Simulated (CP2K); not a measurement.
Two runs for the C K edge of 2-carboxypyridine. Run A: CP2K XAS_TDP, all-electron GAPW, PBEh(45%), aug-cc-pVDZ, TDA, no relativity. Run B differs in one setting.

First lines with a strength over 0.0015. A:

| atom | energy (eV) | states | strength, one atom |
| --- | --- | --- | --- |
| C2 (bonded to C and 2 O) | 283.22 | 1 | 0.0659 |
|  | 287.42 | 1 | 0.0043 |
|  | 287.89 | 1 | 0.0125 |
|  | 288.22 | 1 | 0.0024 |
|  | 290.03 | 1 | 0.0089 |
| C4 (bonded to 2 C and N) | 281.67 | 1 | 0.0416 |
|  | 285.77 | 1 | 0.0176 |
|  | 286.16 | 1 | 0.0027 |
|  | 286.74 | 1 | 0.0026 |
|  | 287.58 | 1 | 0.0017 |
| C5 (bonded to 2 C and H) | 281.04 | 1 | 0.0514 |
|  | 282.61 | 1 | 0.0015 |
|  | 284.92 | 1 | 0.0079 |
|  | 285.84 | 1 | 0.0043 |
|  | 286.47 | 1 | 0.0028 |
| C6 (bonded to 2 C and H) | 281.17 | 1 | 0.0534 |
|  | 284.80 | 1 | 0.0122 |
|  | 286.00 | 1 | 0.0019 |
|  | 286.17 | 1 | 0.0020 |
|  | 286.36 | 1 | 0.0069 |
| C7 (bonded to 2 C and H) | 281.07 | 1 | 0.0491 |
|  | 284.59 | 1 | 0.0124 |
|  | 285.80 | 1 | 0.0016 |
|  | 285.91 | 1 | 0.0106 |
|  | 285.98 | 1 | 0.0022 |
| C8 (bonded to C, N and H) | 281.74 | 1 | 0.0560 |
|  | 285.41 | 1 | 0.0113 |
|  | 286.38 | 1 | 0.0037 |
|  | 286.75 | 1 | 0.0061 |
|  | 287.04 | 1 | 0.0016 |

B:

| atom | energy (eV) | states | strength, one atom |
| --- | --- | --- | --- |
| C2 (bonded to C and 2 O) | 289.80 | 1 | 0.0644 |
|  | 294.00 | 1 | 0.0042 |
|  | 294.47 | 1 | 0.0122 |
|  | 294.80 | 1 | 0.0024 |
|  | 296.60 | 1 | 0.0087 |
| C4 (bonded to 2 C and N) | 287.20 | 1 | 0.0408 |
|  | 291.30 | 1 | 0.0172 |
|  | 291.69 | 1 | 0.0027 |
|  | 292.27 | 1 | 0.0026 |
|  | 293.12 | 1 | 0.0017 |
| C5 (bonded to 2 C and H) | 286.80 | 1 | 0.0503 |
|  | 290.68 | 1 | 0.0077 |
|  | 291.59 | 1 | 0.0042 |
|  | 292.23 | 1 | 0.0028 |
|  | 292.24 | 1 | 0.0024 |
| C6 (bonded to 2 C and H) | 287.06 | 1 | 0.0523 |
|  | 290.69 | 1 | 0.0119 |
|  | 291.90 | 1 | 0.0018 |
|  | 292.06 | 1 | 0.0020 |
|  | 292.25 | 1 | 0.0067 |
| C7 (bonded to 2 C and H) | 286.83 | 1 | 0.0481 |
|  | 290.35 | 1 | 0.0122 |
|  | 291.56 | 1 | 0.0015 |
|  | 291.67 | 1 | 0.0104 |
|  | 291.74 | 1 | 0.0022 |
| C8 (bonded to C, N and H) | 287.51 | 1 | 0.0548 |
|  | 291.18 | 1 | 0.0111 |
|  | 292.14 | 1 | 0.0036 |
|  | 292.52 | 1 | 0.0060 |
|  | 292.81 | 1 | 0.0016 |

Question: Which was it: the functional, GW2X switched on, scalar relativity switched on, the basis?

GW2X switched on. GW2X shifts an atom's lines together and keeps their spacings. Against PBEh(45%) in aug-cc-pVDZ, the leading lines move by +6.58 eV (C2, to 289.80), +5.53 eV (C4, to 287.20), +5.76 eV (C5, to 286.80), +5.89 eV (C6, to 287.06), +5.76 eV (C7, to 286.83) and +5.77 eV (C8, to 287.51).

[Hosts, paths, dates, database ids (printed as entryN), source tags and the programs' standing remarks are cut or masked in the printed files.]
